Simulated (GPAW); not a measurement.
# Bi2Te2Se (R-3m): G0W0 with GPAW, start to end

Aim: the G0W0 gap of Bi2Te2Se (R-3m) on LDA, step by step.

Method: LDA and many-body steps on it, plane waves, in GPAW 26.7.0.

**The experiments to reproduce.**

- Gap 285 meV: optical gap from Tauc-Lorentz fit to transmission; infrared transmission; 295 K; bulk crystal (cleaved flakes of floating-zone crystal, about 0.8-9 um thick) (“Optical properties of Bi2Te2Se at ambient and high pressure”, 2012, arxiv:1209.3593).

- Gap 300 meV: optical gap edge estimated from in-plane optical conductivity; infrared reflectance with Kramers-Kronig analysis; 295 K; bulk crystal (freshly cleaved floating-zone single crystal) (“Optical properties of Bi2Te2Se at ambient and high pressure”, 2012, arxiv:1209.3593).

- Gap 0.26 eV: direct optical gap at x=1, from extrapolated squared Kubelka-Munk function; diffuse reflectance FT-IR; 300 K; powder (finely ground melt-grown ingot, not fully ordered on the chalcogen sites) (“Two Band Model Interpretation of the p to n Transition in Ternary Tetradymite Topological Insulators”, 2015, arxiv:1506.05524).

This is a report of a sequence of runs, with most program output left out.

## 1. The starting structure

It takes space group R-3m (No. 166, trigonal). Conventional cell: a = 4.322 Å, b = 4.322 Å, c = 31.757 Å, α = 90.00°, β = 90.00°, γ = 120.00°. Nearest to Bi lie 3 Te at 3.05 Å and 3 Se at 3.11 Å. Nearest to Te lie 3 Bi at 3.05 Å. Se has 6 Bi at 3.11 Å nearest. Farther neighbours and most contacts between anions are not listed.

The cell and positions are those that the Materials Project relaxed with its own functionals (PBE, PBE+U or r2SCAN), kept fixed. Spin-orbit coupling is left out unless a step names it.

## 2. Ground state

This step: GPAW 26.7.0; DFT, LDA, plane waves, PAW.

The ground-state density comes first.

run.py

```python
import json
import numpy as np
from gpaw.mpi import world
from ase import Atoms
from gpaw import GPAW, PW, FermiDirac

atoms = Atoms(['Bi', 'Bi', 'Te', 'Te', 'Se'],
    cell=[[2.1609687617, 1.2476358963, 10.5855712543],
      [-2.1609687617, 1.2476358963, 10.5855712543],
      [0.0000000000, -2.4952717926, 10.5855712543]],
    scaled_positions=[[0.6082787600, 0.6082787600, 0.6082787600],
      [0.3917212400, 0.3917212400, 0.3917212400],
      [0.2195951300, 0.2195951300, 0.2195951300],
      [0.7804048700, 0.7804048700, 0.7804048700],
      [0.0000000000, 0.0000000000, 0.0000000000]],
    pbc=(True, True, True))
calc = GPAW(mode=PW(450),
    xc='LDA',
    kpts={'size': (6, 6, 6), 'gamma': True},
    occupations=FermiDirac(0.001),
    nbands=-8,
    convergence={'density': 1e-6, 'bands': -3},
    maxiter=100,
    txt='gs.txt')
atoms.calc = calc
res = {'energy': atoms.get_potential_energy()}
kpts = calc.get_ibz_k_points()
res['kpts'] = kpts
res['eigenvalues'] = [calc.get_eigenvalues(kpt=k) for k in range(len(kpts))]
res['n_electrons'] = calc.get_number_of_electrons()
calc.write('gs.gpw')

if world.rank == 0:
    with open('result.json', 'w') as f:
        json.dump(res, f, default=lambda x: x.tolist())
```

Run with:

```sh
$ mpirun -n 8 gpaw python run.py
```

Elapsed: 24 s, on 8 MPI ranks of Intel Xeon 6975P-C (Granite Rapids), shared host; peak memory 3.4 GiB.

This step gave:

```
total energy               : -23.92 eV
gap                        : 0.3440 eV
k of the valence top       : 0, 0, 0
k of the conduction bottom : 0, 0, 0
least direct gap           : 0.3440 eV
```

The gap is direct, at Γ.

## 3. Empty states on the mesh, 4×4×4 mesh, 213 bands

The sums over transitions need many empty states on a uniform mesh; this step solves for them.

run.py

```python
import json
import numpy as np
from gpaw.mpi import world
from gpaw import GPAW

calc = GPAW('gs.gpw').fixed_density(kpts={'size': (4, 4, 4), 'gamma': True},
    nbands=248,
    convergence={'bands': 213},
    txt='nscf.txt')
calc.write('full.gpw', mode='all')
res = {}
kpts = calc.get_ibz_k_points()
res['kpts'] = kpts
res['eigenvalues'] = [calc.get_eigenvalues(kpt=k) for k in range(len(kpts))]
res['n_electrons'] = calc.get_number_of_electrons()

if world.rank == 0:
    with open('result.json', 'w') as f:
        json.dump(res, f, default=lambda x: x.tolist())
```

Run with:

```sh
$ mpirun -n 8 gpaw python run.py
```

The job ended after 98 s (8 MPI ranks; peak memory 3.6 GiB).

Numbers from this step:

```yaml
gap: 0.3440 eV
k_of_the_valence_top: 0, 0, 0
k_of_the_conduction_bottom: 0, 0, 0
least_direct_gap: 0.3440 eV
k_points_computed: 13
lowest_point_of_the_top_converged_band_above_the_valence_top: 54.3879 eV
```

On this mesh the gap is 0.344 eV.

## 4. Screening and self-energy, 4×4×4 mesh, 203 bands, screening to 65 eV

Now the one-shot GW correction: screening in the RPA, then the self-energy of the levels asked for.

This step: G0W0 on LDA, plane waves, PAW.

run.py

```python
import json
import numpy as np
from gpaw.mpi import world
from gpaw.response.g0w0 import G0W0

gw = G0W0('full.gpw',
    filename='gw',
    kpts=[0],
    bands=(22, 26),
    ecut=65,
    nbands=203,
    integrate_gamma='WS',
    ppa=True)
gw.calculate()
res = {mode: {k: v for k, v in r.items() if k != 'sigma_eskwn'}
       for mode, r in gw.all_results.items()}

if world.rank == 0:
    with open('result.json', 'w') as f:
        json.dump(res, f, default=lambda x: x.tolist())
```

Run with:

```sh
$ mpirun -n 8 gpaw python run.py
```

The job ended after 7.7 min (8 MPI ranks; peak memory 7.7 GiB).

This step gave:

```yaml
g0w0_gap_on_the_points_computed: 0.5903 eV
least_direct_g0w0_gap_on_the_computed_points: 0.5903 eV
z_at_the_valence_top: 0.7786
z_at_the_conduction_bottom: 0.7939
starting_gap_on_the_mesh: 0.3440 eV
k_of_the_valence_top: 0, 0, 0
k_of_the_conduction_bottom: 0, 0, 0
```

The gap on the mesh goes from 0.34 eV to 0.59 eV, a correction of +0.25 eV.

Limits: finite bands, cutoff and mesh; model gap, bands may invert with spin-orbit coupling; no spin-orbit coupling. v1 is the top filled band, c1 the lowest empty one. Levels before and after the correction, in eV, zero at the valence-band top of each column:

```csv
,conduction bottom,valence top
Kohn-Sham,0.34,0.00
G0W0,0.59,0.00
```

```csv
,level,energy (eV)
Kohn-Sham,Γ v2,-0.618
Kohn-Sham,Γ v1,0.000
Kohn-Sham,Γ c1,0.344
Kohn-Sham,Γ c2,1.336
G0W0,Γ v2,-0.807
G0W0,Γ v1,0.000
G0W0,Γ c1,0.590
G0W0,Γ c2,1.564
```

## 5. Where the time went

Times are wall times on 8 MPI ranks of Intel Xeon 6975P-C (Granite Rapids), shared host, good to a factor of about two.

```csv
step,time,share,memory (GiB)
ground state,24 s,4 %,3.4
empty states on the mesh,98 s,17 %,3.6
screening and self-energy,7.7 min,79 %,7.7
```

## 6. Results

| Property | Result |
| --- | --- |
| LDA gap | 0.34 eV, direct |
| G0W0 gap on the mesh | 0.59 eV |
| GW settings | 4×4×4 mesh, 203 bands, screening to 65 eV, Godby-Needs plasmon pole |
| known limits | not at the basis limit; model gap, bands may invert with spin-orbit coupling; no spin-orbit coupling |

G0W0 moves the gap on the mesh from 0.34 eV to 0.59 eV (+0.25 eV), with Z of 0.78 and 0.79 at the edges. Only 1 of the mesh's irreducible points was corrected, so a valley elsewhere could overtake. The dearest step here is «screening and self-energy». Against experiment, by G0W0@LDA: the gap of 0.59 eV lies +0.31 eV from the measured 285 meV (optical, 295 K, 2012); the gap of 0.59 eV lies +0.29 eV from the measured 300 meV (optical, 295 K, 2012); the direct gap of 0.59 eV lies +0.33 eV from the measured 0.26 eV (direct, 300 K, 2015). An exciton line or allowed optical edge lies below the quasiparticle gap by the binding energy; a forbidden edge can push the onset above it. The calculation has static nuclei and no excitons; a measured gap holds zero-point and thermal motion, which mostly lowers it. With atoms this heavy the missing spin-orbit coupling can matter too. Bands and cutoff are finite, so the gap is not at the basis limit. The miss can reach some tenths of an eV and take either sign; the mesh is an error of its own. These stock PAW sets were not made for GW; the filled d or f shell of Se and Te lies in the frozen core, which bears on start and correction. In the G0W0 run levels were corrected at 1 k point alone, so a gap called «on the mesh» is the least over those, and an edge elsewhere would be missed. Where an edge is built on 6p states of lead, bismuth or thallium, scalar-relativistic gaps usually stand too wide, by a few tenths to over one eV. With atoms this heavy and so narrow a gap, spin-orbit coupling can invert the bands. These scalar-relativistic gaps are then model values, not to be set against experiment, and a spin-orbit change taken from DFT can't simply be added.

[Paths, hosts, dates, memory and timing lines, banners, echoed tables and standing remarks are left out of the program output.]

[Logs are printed without paths, hosts, clocks, repeated set-up lines and the standing remarks that a program may print on its own settings, such as how far it seeks lower states.]

[Runs of the session that timed out or met a known fault of the program may be left out.]

[Hosts, paths, dates, database ids (printed as entryN), source tags and the programs' standing remarks are cut or masked in the printed files.]
